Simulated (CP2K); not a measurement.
Two runs for the C K edge of 2-ethynylfuran. Run A: CP2K XAS_TDP, all-electron GAPW, PBEh(45%), aug-cc-pVDZ, TDA, no relativity. Run B differs in one setting.

First lines with a strength over 0.0015. A:

```csv
atom,energy (eV),states,"strength, one atom"
C1 (bonded to C and H),281.69,1,0.0418
,281.80,1,0.0504
,284.57,1,0.0062
,285.26,1,0.0044
,285.86,1,0.0030
C2 (bonded to 2 C),281.90,1,0.0333
,282.02,1,0.0465
,285.25,1,0.0216
,286.53,2,0.0026
,286.68,1,0.0017
C3 (bonded to 2 C and O),283.06,1,0.0416
,285.40,1,0.0181
,287.55,1,0.0189
,288.47,1,0.0052
,289.11,1,0.0193
C4 (bonded to 2 C and H),281.54,1,0.0457
,284.51,1,0.0075
,284.59,1,0.0100
,285.17,1,0.0019
,285.55,1,0.0024
C5 (bonded to 2 C and H),282.09,1,0.0429
,283.47,1,0.0116
,284.35,1,0.0100
,285.48,1,0.0023
,285.56,1,0.0032
"C6 (bonded to C, O and H)",282.52,1,0.0531
,285.79,1,0.0162
,286.07,1,0.0041
,286.34,1,0.0131
,286.83,1,0.0037
```

B:

```csv
atom,energy (eV),states,"strength, one atom"
C1 (bonded to C and H),281.69,1,0.0421
,281.80,1,0.0508
,285.62,1,0.0159
,286.50,1,0.0034
,288.01,1,0.0027
C2 (bonded to 2 C),281.95,1,0.0317
,282.06,1,0.0454
,285.56,1,0.0248
,287.19,1,0.0068
,288.44,1,0.0082
C3 (bonded to 2 C and O),283.09,1,0.0410
,285.46,1,0.0198
,288.26,1,0.0254
,288.97,1,0.0260
,289.62,1,0.0104
C4 (bonded to 2 C and H),281.57,1,0.0456
,284.73,1,0.0072
,285.30,1,0.0065
,286.10,1,0.0229
,287.95,1,0.0290
C5 (bonded to 2 C and H),282.16,1,0.0430
,283.58,1,0.0112
,285.53,1,0.0142
,286.08,1,0.0196
,287.67,1,0.0035
"C6 (bonded to C, O and H)",282.54,1,0.0526
,286.27,1,0.0039
,286.59,1,0.0317
,287.15,1,0.0262
,288.26,1,0.0118
```

Question: Which was it: the functional, scalar relativity switched on, GW2X switched on, the basis?

The basis (basis from aug-cc-pVDZ to 6-31G*; the lines alone don't name the new value). A basis moves diffuse and continuum lines far more than the leading valence line. Against PBEh(45%) in aug-cc-pVDZ, the leading lines move by 0.00 eV (C1, to 281.69), +0.05 eV (C2, to 281.95), +0.03 eV (C3, to 283.09), +0.03 eV (C4, to 281.57), +0.07 eV (C5, to 282.16) and +0.02 eV (C6, to 282.54).

[Banner, clock and machine lines of the logs are left out without a mark of their own.]

[Logs are printed without paths, hosts, clocks, repeated set-up lines and the standing remarks that a program may print on its own settings, such as how far it seeks lower states.]

[Hosts, paths, dates, database ids (printed as entryN), source tags and the programs' standing remarks are cut or masked in the printed files.]
